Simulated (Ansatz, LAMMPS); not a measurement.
# Amorphous 75TiO2-25Al2O3 (mol %) (84 atoms): geometry optimisation, part 4 of 4

Aim: bring amorphous 75TiO2-25Al2O3 (mol %) (84 atoms) to a nearby minimum of the energy and see what moves.

Ansatz 0.2.0; Kohn-Sham DFT, PBE, PAW (set soft_2), plane waves.

The cell: 18 Ti, 12 Al and 54 O. The quench rate of 50 K/ps is many orders above laboratory rates. The starting topology of bonds comes from the classical model. Only the Γ point is sampled in the main run, in a cell whose shortest periodic width is 10 Å.

So far. Step 4 (Cell and atoms relaxed): The relaxation changed the energy by -72.8 meV/atom, and atoms moved by 0.18 Å r.m.s., 0.37 Å at most. Step 7 (K-mesh 2×2×2): Forces differ from those of the single point at the relaxed geometry by 8.1 meV/Å r.m.s.; the energy by -0.54 meV/atom and the gap by -0.055 eV. It took 2.9 min and 12 cycles; the reference's time can't be set against it, since the two runs asked for unlike analyses.

**8. Functional HSE06**

HSE06 mixes in a quarter of exact exchange at short range, which counters self-interaction, at a higher cost.

This step: Kohn-Sham DFT, HSE06, PAW (set soft_2), plane waves (Ansatz 0.2.0).

input.yaml reads:

```yaml
crystal:
  lattice:
    - [10.26621, 0.11992, -0.06564]
    - [0.11992, 10.18298, -0.17639]
    - [-0.06564, -0.17639, 10.42133]
  atoms:
    [... the 84 atom lines of step 6 ...]
kpoints:
  mp_grid: { grid: [1, 1, 1] }
hamiltonian:
  xc: hse06
scf:
  occupations: { method: fermi_dirac, width: 0.025 }
output:
  forces: true
  stress: true
  populations: true
  dos:
    method: { smearing: { sigma: 0.08 } }
    de: 0.05
    projected: { site_lists: { Al: [Al], O: [O], Ti: [Ti] } }
  eigenvalues: true
```

Launch:

```
ansatz run input.yaml --threads 4 --pin off --max-ram 8192MiB --backend cpu --events-out ev --progress --plain --runs-dir out
```

Numbers of over 12 decimals in the logs are rounded to 6 here.

The program printed:

```text
Warning: output.stress: scf.convergence.dr2_threshold = 1e-7 eV (the SCF's general default) is looser than the 1.6e-9 eV advised for a printed stress (1e-10 eV for each atom of the cell: 84, of which 16 are counted). What an SCF threshold leaves in a stress goes as its square root, and in the free energy as the threshold itself, and one threshold admits the most on a small cell: [...]
Warning: output.stress: scf.exx.energy_threshold = 1e-6 eV is looser than the 1.6e-7 eV advised for a stress under a hybrid functional (1e-8 eV for each atom of the cell: 84, of which 16 are counted). Every SCF of the exchange loop can meet its threshold on dr2 while the loop round them stops early: [...]
exact exchange: scf.exx.singularity resolves to wigner_seitz, which cuts the screened interaction at the faces of the exchange supercell's Wigner-Seitz cell, so that each pair interacts once, at the shortest of its separations (the periodic images that this leaves out come, [...]
[...]
Crystal: 84 atoms, lattice volume = 1088.942 Å³
Basis set: ecut = 420 eV, 21289 PW (Γ), exchange–correlation on 144×144×144 points (8 copies of the dense FFT grid, shifted against one another)
Bands: 372, of which v1, the nominal top of the filled ones, is band 288 counted from 1 (287 counted from 0)
Symmetry: 1 space group operations
[...]
k-points: 1
[...]
SCF iter   1: F=—  HF=-82196.760783 eV  |F-HF|=—  |Δ(HF+E_count)|=         —  Δρ=3.98e-3  dr2=1.61e-1  ethr=1.77e-3  ⟨swp⟩=6.0  Hψ=1604  notcnv=0
[...]
SCF iter   5: F=—  HF=-82196.796428 eV  |F-HF|=—  |Δ(HF+E_count)|=   8.80e-4  Δρ=3.40e-4  dr2=1.00e-3  ethr=1.73e-7  ⟨swp⟩=5.0  Hψ=1503  notcnv=0
SCF iter   6: F=-82196.796512 eV  HF=-82196.796589 eV  |F-HF|=7.62e-5  |Δ(HF+E_count)|=   1.60e-4  Δρ=1.57e-4  dr2=2.29e-4  ethr=1.73e-7  ⟨swp⟩=3.0  Hψ=768  notcnv=0
SCF 1 stopped early in 6 iterations: F = -82196.796512 eV  dr2 = 2.29e-4
[...]
Exchange kernel: α = 0.2500, screened, ω = 0.2079 Å⁻¹, Wigner–Seitz truncation, v(0) = 919.3197 eV·Å³, q-mesh 1×1×1, nearest image of the exchange supercell L = 10.19 Å, pair-density grid 50×50×50, without the augmentation charges, whose exchange is taken in its separable form (sized by the pseudopotential files, [...]
Frozen-core exchange: fock
SCF iter   1: F=—  HF=-82186.975737 eV  |F-HF|=—  |Δ(HF+E_count)|=         —  Δρ=2.74e-2  dr2=1.28e1  ethr=3.98e-7  ⟨swp⟩=14.0  Hψ=2200  notcnv=0
[...]
SCF iter   8: F=—  HF=-82184.315404 eV  |F-HF|=—  |Δ(HF+E_count)|=   9.17e-4  Δρ=2.64e-4  dr2=1.41e-3  ethr=3.98e-7  ⟨swp⟩=4.0  Hψ=854  notcnv=0
SCF iter   9: F=-82184.315128 eV  HF=-82184.315192 eV  |F-HF|=6.44e-5  |Δ(HF+E_count)|=   2.11e-4  Δρ=7.54e-5  dr2=1.60e-4  ethr=1.83e-7  ⟨swp⟩=3.0  Hψ=665  notcnv=0
SCF 2 stopped early in 9 iterations: F = -82184.315128 eV  dr2 = 1.60e-4
  Residual-converged pass: ⟨swp⟩=4.0  Hψ=1144  notcnv=0  max |occ|·‖R‖ = 5.7e-6 eV (tolerance 6.7e-6 eV)  dr2=1.53e-4  dr2_onsite=5.89e-6  max |Δocc| = 0.0e0
hybrid outer 1: dexx = +4.440e-1 eV, tail = 1.02e-3 eV
[...]
Frozen-core exchange: fock
SCF iter   1: F=—  HF=-82184.305441 eV  |F-HF|=—  |Δ(HF+E_count)|=         —  Δρ=1.67e-4  dr2=3.41e-4  ethr=8.84e-7  ⟨swp⟩=7.0  Hψ=963  notcnv=0
[...]
SCF iter   8: F=—  HF=-82184.305396 eV  |F-HF|=—  |Δ(HF+E_count)|=   3.68e-8  Δρ=1.09e-6  dr2=1.66e-8  ethr=2.94e-11  ⟨swp⟩=3.0  Hψ=666  notcnv=0
SCF iter   9: F=-82184.305396 eV  HF=-82184.305396 eV  |F-HF|=2.01e-9  |Δ(HF+E_count)|=   1.28e-9  Δρ=5.21e-7  dr2=7.83e-9  ethr=8.38e-12 (applied; sched 1.85e-12)  ⟨swp⟩=3.0  Hψ=661  notcnv=0
SCF 3 converged in 9 iterations: F = -82184.305396 eV  dr2 = 7.83e-9
[...]
hybrid outer 2: dexx = +2.436e-5 eV, tail = 1.65e-7 eV, Δε = 7.62e-3 eV (about 1.19e-4 eV left of the loop's levels), ΔF = 2.09e-2 eV/Å (tail 1.97e-3)
[...]
Frozen-core exchange: fock
SCF iter   1: F=—  HF=-82184.305396 eV  |F-HF|=—  |Δ(HF+E_count)|=         —  Δρ=2.54e-6  dr2=8.69e-8  ethr=1.43e-10  ⟨swp⟩=16.0  Hψ=1234  notcnv=0
[...]
SCF iter   3: F=-82184.305396 eV  HF=-82184.305396 eV  |F-HF|=1.31e-9  |Δ(HF+E_count)|=   4.63e-9  Δρ=5.14e-7  dr2=3.16e-9  ethr=8.40e-12 (applied; sched 4.04e-12)  ⟨swp⟩=3.0  Hψ=662  notcnv=0
SCF 4 converged in 3 iterations: F = -82184.305396 eV  dr2 = 3.16e-9
[...]
hybrid SCF converged: 3 outer / 21 inner (+6 warm-up), last move |dexx| = 1.34e-8 eV, tail = 7.18e-9 eV
Stability not checked: this state was not tested for a lower state beside it, because the functional holds exact exchange (a hybrid, or Hartree-Fock), whose exchange loop this test does not read (fock_operator; see scf.lower_state_search)
Free energy (F): -82184.305396 eV
Frozen-core exchange: fock
[...]
Internal energy: -82184.305396 eV  (E = F + TS)
E sigma→0 (E₀):  -82184.305396 eV
Fermi energy:    5.933404 eV
[...]
Σ components = -82184.305396   (vs F -82184.305396, Δ=0.00e0)
--- Forces (eV/Å), atoms counted from 1 ---
  atom   1  Ti    -0.00789923     0.30290007    -0.37603523
  atom   2  Ti    -0.62611928    -0.09644937     0.14673148
  atom   3  Ti    -0.00877871    -0.05739922     0.04225861
  atom   4  Ti    -0.29259112     0.07169491     0.47621636
[...]
atom  84  O     -0.23977312     0.16107385     0.21488989
  max |Σ_I F_I| component: 2.77e-4 eV/Å
--- Stress (GPa, compression-positive) ---
       -5.638157      -0.009832       0.265762
       -0.009837      -5.302317      -0.015197
        0.265763      -0.015189      -5.705877
  P = ⅓ Tr σ = -5.5488 GPa (-55.488 kbar)
--- Band table (eV) ---
[...]
--- Löwdin populations: 84 sites ---
  site symbol       q [e]
     0     Ti     10.4061
     1     Ti     10.3968
     2     Ti     10.4437
[...]
83      O      6.7053
  spilling = 0.005363 (of n_electrons = 576.000000)
```

It took 5.7 min on 4 threads of Arm Neoverse V1, shared host; peak memory 3.4 GiB.

The program notes that the exchange threshold is loose for the stress and the SCF threshold is loose for the stress.

Geometry and reference: those of the single point at the relaxed geometry.

Forces differ from those of the single point at the relaxed geometry by 190 meV/Å r.m.s.; the pressure by -5.6 GPa and the gap by +1.7 eV. It took 5.7 min and 27 cycles; the reference's time can't be set against it, since the two runs asked for unlike analyses.

Numbers from this run:

```
free energy                                      : -82184.3054 eV
free energy per atom                             : -978.3846 eV/atom
SCF cycles                                       : 27
pressure                                         : -5.549 GPa
r.m.s. force component                           : 0.1903 eV/Å
longest force                                    : 0.6503 eV/Å
Fermi energy                                     : 5.933 eV
gap (highest filled to lowest empty level) : 4.428 eV
spilling of the projection                       : 0.005363
```

Length of the force by element and coordination:

```
element  coordination  atoms  mean length of the force (eV/Å)  spread   least   most
     Al           all     12                           0.0991  0.0434  0.0243  0.176
     Al             4      8                            0.075  0.0264  0.0243  0.109
     Al             5      3                            0.158  0.0233   0.126  0.176
     Al             6      1                            0.114       0   0.114  0.114
      O           all     54                            0.317   0.131  0.0874  0.647
      O             2     24                            0.393   0.127   0.150  0.647
      O             3     30                            0.257  0.0993  0.0874  0.510
     Ti           all     18                            0.351   0.152  0.0718  0.650
     Ti             4      7                            0.269   0.121  0.0718  0.462
     Ti             5      9                            0.392   0.131   0.133  0.564
     Ti             6      2                            0.453   0.197   0.256  0.650
```

Löwdin charges by element and coordination (they lack the spilled electrons, 0.037 e an atom on average):

```
element  coordination  atoms  mean charge (e)  spread   least    most
     Al           all     12             1.30  0.0402    1.22    1.38
     Al             4      8             1.32  0.0315    1.29    1.38
     Al             5      3             1.28  0.0129    1.26    1.29
     Al             6      1             1.22       0    1.22    1.22
      O           all     54           -0.754  0.0705  -0.933  -0.607
      O             2     24           -0.707  0.0653  -0.933  -0.607
      O             3     30           -0.792  0.0483  -0.918  -0.726
     Ti           all     18             1.57  0.0298    1.52    1.61
     Ti             4      7             1.55  0.0152    1.54    1.57
     Ti             5      9             1.57  0.0322    1.52    1.61
     Ti             6      2             1.61   0.004    1.60    1.61
```

States in the cell by windows of 1 eV, zero at the Fermi level; the larger projections on atomic orbitals stand beside the total:

```
from (eV)  to (eV)  total   O p  Ti d
      -18       -9    0.0   0.0   0.0
       -9       -8    5.4   4.0   0.4
       -8       -7   19.1  14.1   1.8
       -7       -6   57.7  42.8   9.1
       -6       -5   71.1  55.8  10.6
       -5       -4   65.3  55.3   7.0
       -4       -3   74.1  67.6   4.2
       -3       -2   31.2  29.4   1.1
       -2        2    0.0   0.0   0.0
        2        3   31.8   2.7  27.6
        3        4   55.6   7.7  43.9
        4        5   46.1   8.2  31.7
```

Between -26 and -18 eV lie 108 more states.

The stored curve holds about 432 of the 576 electrons; the rest, give or take the few that broadening carries across the Fermi level, lie in deeper levels below its range.

The levels nearest the highest filled one (over half full), pooled over k-points and spins:

```
level less the highest filled one (eV)  occupation
                                -0.426           2
                                -0.376           2
                                -0.315           2
                                -0.204           2
                                -0.186           2
                                     0           2
                                  4.43           0
                                  4.46           0
                                  4.60           0
                                  4.63           0
                                  4.68           0
                                  4.71           0
```

**9. Functional r2SCAN (500 eV)**

The meta-GGA r2SCAN uses the kinetic energy density as well as the density and its gradient. Besides, the cutoff goes from 420 to 500 eV.

This step: Kohn-Sham DFT, r2SCAN, PAW (set soft_2), plane waves (Ansatz 0.2.0).

Changes to input.yaml since step 8:

```diff
@@ -10,3 +10,3 @@
 hamiltonian:
-  xc: hse06
+  xc: r2scan
 scf:
```

The program printed:

```text
[...]
Crystal: 84 atoms, lattice volume = 1088.942 Å³
Basis set: ecut = 500 eV, 27625 PW (Γ), exchange–correlation on 300×300×320 points (64 copies of the dense FFT grid, shifted against one another)
Bands: 372, of which v1, the nominal top of the filled ones, is band 288 counted from 1 (287 counted from 0)
Symmetry: 1 space group operations
[...]
k-points: 1
[...]
SCF iter   1: F=—  HF=-82391.171391 eV  |F-HF|=—  |Δ(HF+E_count)|=         —  Δρ=2.05e-2  dr2=5.84e0  dr2_τ=5.24e0  ethr=1.77e-3  ⟨swp⟩=6.0  Hψ=1416  notcnv=0  defer=48
[...]
SCF iter  11: F=—  HF=-82392.071107 eV  |F-HF|=—  |Δ(HF+E_count)|=   4.24e-7  Δρ=8.53e-6  dr2=8.59e-7  dr2_τ=9.97e-8  ethr=2.52e-10  ⟨swp⟩=2.0  Hψ=539  notcnv=0  defer=75
SCF iter  12: F=-82392.071107 eV  HF=-82392.071107 eV  |F-HF|=2.04e-8  |Δ(HF+E_count)|=   7.25e-8  Δρ=2.53e-6  dr2=7.31e-8  dr2_τ=6.50e-9  ethr=1.74e-11  ⟨swp⟩=8.0  Hψ=1841  notcnv=0
SCF 1 converged in 12 iterations: F = -82392.071107 eV  dr2 = 7.31e-8
[...]
SCF converged after 12 iterations
Free energy (F): -82392.071107 eV
[...]
Internal energy: -82392.071107 eV  (E = F + TS)
E sigma→0 (E₀):  -82392.071107 eV
Fermi energy:    5.969790 eV
[...]
Σ components = -82392.071107   (vs F -82392.071107, Δ=0.00e0)
--- Forces (eV/Å), atoms counted from 1 ---
  atom   1  Ti     0.05363588     0.06203610    -0.09446071
  atom   2  Ti    -0.16840720    -0.02498362     0.01950727
  atom   3  Ti     0.05838247    -0.02215374     0.01283374
  atom   4  Ti    -0.08457749    -0.01184461     0.16962085
[...]
atom  84  O     -0.07621852     0.04416647     0.07049094
  max |Σ_I F_I| component: 3.30e-4 eV/Å
--- Stress (GPa, compression-positive) ---
       -4.249987       0.002892       0.066160
        0.002882      -4.111300      -0.019250
        0.066158      -0.019270      -4.261525
  P = ⅓ Tr σ = -4.2076 GPa (-42.076 kbar)
--- Band table (eV) ---
[...]
--- Löwdin populations: 84 sites ---
  site symbol       q [e]
     0     Ti     10.4957
     1     Ti     10.4862
     2     Ti     10.5333
[...]
83      O      6.6662
  spilling = 0.004967 (of n_electrons = 576.000000)
```

Wall time 51 s (4 threads); peak memory 2.9 GiB; 3.3 min of CPU time.

Geometry and reference: those of the single point at the relaxed geometry.

Forces differ from those of the single point at the relaxed geometry by 73 meV/Å r.m.s.; the pressure by -4.2 GPa and the gap by +0.34 eV. It took 51 s and 12 cycles; the reference's time can't be set against it, since the two runs asked for unlike analyses.

**10. Functional PBEsol**

PBEsol restores the gradient expansion of exchange for slowly varying densities and usually gives shorter bonds in solids than PBE.

This step: Kohn-Sham DFT, PBEsol, PAW (set soft_2), plane waves (Ansatz 0.2.0).

Changes to input.yaml since step 9:

```diff
@@ -10,3 +10,3 @@
 hamiltonian:
-  xc: r2scan
+  xc: pbesol
 scf:
```

The program printed:

```text
[...]
Crystal: 84 atoms, lattice volume = 1088.942 Å³
Basis set: ecut = 420 eV, 21289 PW (Γ), exchange–correlation on 144×144×144 points (8 copies of the dense FFT grid, shifted against one another)
Bands: 372, of which v1, the nominal top of the filled ones, is band 288 counted from 1 (287 counted from 0)
Symmetry: 1 space group operations
[...]
k-points: 1
[...]
SCF iter   1: F=—  HF=-81220.228946 eV  |F-HF|=—  |Δ(HF+E_count)|=         —  Δρ=1.46e-2  dr2=2.01e0  ethr=1.77e-3  ⟨swp⟩=6.0  Hψ=1406  notcnv=0  defer=50
[...]
SCF iter  12: F=—  HF=-81219.789617 eV  |F-HF|=—  |Δ(HF+E_count)|=   5.12e-7  Δρ=3.47e-6  dr2=1.78e-7  ethr=1.88e-10  ⟨swp⟩=2.0  Hψ=479  notcnv=0  defer=75
SCF iter  13: F=-81219.789617 eV  HF=-81219.789617 eV  |F-HF|=4.90e-9  |Δ(HF+E_count)|=   8.59e-8  Δρ=2.37e-6  dr2=7.31e-8  ethr=1.74e-11  ⟨swp⟩=11.0  Hψ=1685  notcnv=0
SCF 1 converged in 13 iterations: F = -81219.789617 eV  dr2 = 7.31e-8
[...]
SCF converged after 13 iterations
Free energy (F): -81219.789617 eV
[...]
Internal energy: -81219.789617 eV  (E = F + TS)
E sigma→0 (E₀):  -81219.789617 eV
Fermi energy:    6.030526 eV
[...]
Σ components = -81219.789617   (vs F -81219.789617, Δ=0.00e0)
--- Forces (eV/Å), atoms counted from 1 ---
  atom   1  Ti    -0.08208726     0.07567307    -0.03656369
  atom   2  Ti    -0.09333740    -0.03068210    -0.04925249
  atom   3  Ti    -0.02819227    -0.01725153    -0.05525211
  atom   4  Ti    -0.01125522     0.04174484     0.06510401
[...]
atom  84  O     -0.14542909     0.08506667     0.12093052
  max |Σ_I F_I| component: 2.47e-4 eV/Å
--- Stress (GPa, compression-positive) ---
       -4.128103       0.015813       0.031472
        0.015808      -4.105659      -0.040870
        0.031473      -0.040863      -4.167735
  P = ⅓ Tr σ = -4.1338 GPa (-41.338 kbar)
--- Band table (eV) ---
[...]
--- Löwdin populations: 84 sites ---
  site symbol       q [e]
     0     Ti     10.6049
     1     Ti     10.5971
     2     Ti     10.6384
[...]
83      O      6.6113
  spilling = 0.004962 (of n_electrons = 576.000000)
```

The job ended after 21 s (4 threads; peak memory 1.4 GiB).

Geometry and reference: those of the single point at the relaxed geometry.

Forces differ from those of the single point at the relaxed geometry by 75 meV/Å r.m.s.; the pressure by -4.1 GPa and the gap by -0.015 eV.

**11. What each setting buys**

Differences are against the single point at the relaxed geometry (Kohn-Sham DFT, PBE, PAW (set soft_2), plane waves), whose r.m.s. force component is 0.0036 eV/Å. Energies are set beside the reference only for runs with its functional, potentials and electron count. Times are for 4 threads of Arm Neoverse V1, shared host. The reference's time includes grids, which some other runs skip.

```
                       run  Δ force, r.m.s. (meV/Å)  Δ energy (meV/atom)  Δ pressure (GPa)  Δ gap (eV)  cycles     time  host memory (GiB)
                 reference                        -                    -                 -           -      12     20 s                1.4
              k-mesh 2×2×2                     8.12               -0.538           -0.0089     -0.0554      12  2.9 min                6.1
          functional HSE06                      190                    -             -5.56        1.66      27  5.7 min                3.4
functional r2SCAN (500 eV)                     73.2                    -             -4.22       0.338      12     51 s                2.9
         functional PBEsol                     75.5                    -             -4.15     -0.0151      13     21 s                1.4
```

**12. Outcome**

| Property | Result |
| --- | --- |
| energy change in the relaxation | -72.79 meV/atom |
| r.m.s. displacement | 0.178 Å |
| largest displacement | 0.371 Å |
| free energy per atom | -978.5322 eV/atom |
| pressure | 0.0127 GPa |
| r.m.s. force component | 0.0036 eV/Å |
| gap (highest filled to lowest empty level) | 2.772 eV |
| wall time of the 7 DFT runs | 14 min |

Relaxation lowers the energy by 72.8 meV/atom and moves atoms by 0.18 Å r.m.s.; the r.m.s. force component goes from 0.81 to 0.0036 eV/Å. Displacements are taken in the final cell, so they leave out its strain. By the final cutoffs 2 of 138 bonded pairs parted and 2 joined. The cell grew by 8.3 % in volume. From the first step to the last the energy fell by 6.114 eV, across changes of basis, and the largest move was 0.37 Å (O51). The O-Ti bonds change most in mean length: from 1.872 Å (spread 0.145) to 1.920 Å (spread 0.156). With the cutoffs above, 67 % of Al atoms have 4, 56 % of O atoms have 3 and 50 % of Ti atoms have 5 bonded neighbours. Counting bonds to Al alone, not to Ti, 22 % of the oxygens join two of these atoms and 48 % one; 2 % join three; 28 % join none. Between filled and empty levels lie 2.77 eV (at Γ alone); a semilocal functional tends to put such gaps too low. In a disordered cell it changes from sample to sample, and tail or defect levels can set it.

Among the changes of functional, dispersion, potentials or spin set against this reference, functional HSE06 moves the forces most, by 190 meV/Å r.m.s. The gap changes by +1.66 eV with HSE06.

**Limits.** The network of bonds at the start is that of the classical potential that made the cell; in DFT 2 of its 138 bonded pairs passed out of the cutoffs and 2 came within them.

[Logs are printed without paths, hosts, clocks, repeated set-up lines and the standing remarks that a program may print on its own settings, such as how far it seeks lower states.]

[Hosts, paths, dates, database ids (printed as entryN), source tags and the programs' standing remarks are cut or masked in the printed files.]
